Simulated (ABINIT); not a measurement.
### Beyond one shot: Selenium (P3_121, 3 atoms a cell)

The structure is trigonal, space group P3_121 (No. 152). Conventional cell: a = 4.366 Å, b = 4.366 Å, c = 4.954 Å, α = 90.00°, β = 90.00°, γ = 120.00°. Nearest to Se lie 2 Se at 2.37 Å.

```yaml
method: RPA screening on PBE from quasiparticle energies and orbitals, plane waves, norm-conserving pseudopotentials (and 4 further levels or steps)
program: ABINIT 10.8.3
settings: cutoff 48 Ha, PseudoDojo scalar-relativistic 0.4 stringent, norm-conserving, ngkpt (3, 3, 2), nband 97, ecuteps 4 Ha, gwcalctyp 27, nfreqre 1, inclvkb 2, shiftk (0, 0, 0), symchi 1, awtr 1, frequency static, cycle 5, q points all but q = 0, 3×3×2 k-mesh
cost: 16 runs, 11 min in all on 4 MPI ranks of Arm Neoverse V1, shared host
notes: The program’s warnings: nkpt*nsppol () is not a multiple of nproc spkpt (). The cell and positions come from the Crystallography Open Database and are kept as given unless a step says otherwise. Limits: no spin-orbit coupling. The 3×3×2 mesh is coarse for this cell, which bears on the long-range parts of exchange and screening.
g0w0: 1.916 eV
self_consistent_cohsex_cycle_1: 2.202 eV
self_consistent_cohsex_cycle_2: 2.489 eV
self_consistent_cohsex_cycle_3: 2.574 eV
self_consistent_cohsex_cycle_4: 2.596 eV
self_consistent_cohsex_cycle_5: 2.600 eV
known_limits: short of the basis limit; no spin-orbit coupling; coarse k mesh
```

Only the bands that the input lists are updated; the higher empty ones keep the functional's energies. Self-consistent COHSEX ends at 2.60 eV, +0.68 eV from G0W0, after 5 cycles that took 9.7 min beside the first screening; the last moved the gap by 0.004 eV.

[Long decimals in the printed logs are rounded to 6 places.]

[Logs are printed without paths, hosts, clocks, repeated set-up lines and the standing remarks that a program may print on its own settings, such as how far it seeks lower states.]

[Paths, hosts, dates, memory and timing lines, banners, echoed tables and standing remarks are left out of the program output; an Ansatz launch command may be rebuilt from the run's recorded settings. Measured values are a selection of at most five: reports struck by readers or far from the other reports are left out. None is set beside runs whose start may be inverted or whose files or cutoffs have a known fault.]

[Runs of the session that timed out or met a known fault of the program may be left out.]

[Hosts, paths, dates, database ids (printed as entryN), source tags and the programs' standing remarks are cut or masked in the printed files.]

[G0W0 gaps are taken among the corrected bands and points alone; a level outside them can change the order at an edge.]

[Where Ansatz stands beside ABINIT at settings called matched, ABINIT's density can come from a denser mesh and the files from another edition; pairs whose starting gaps differed by over 0.03 eV were left out, so agreement reads better than it is.]
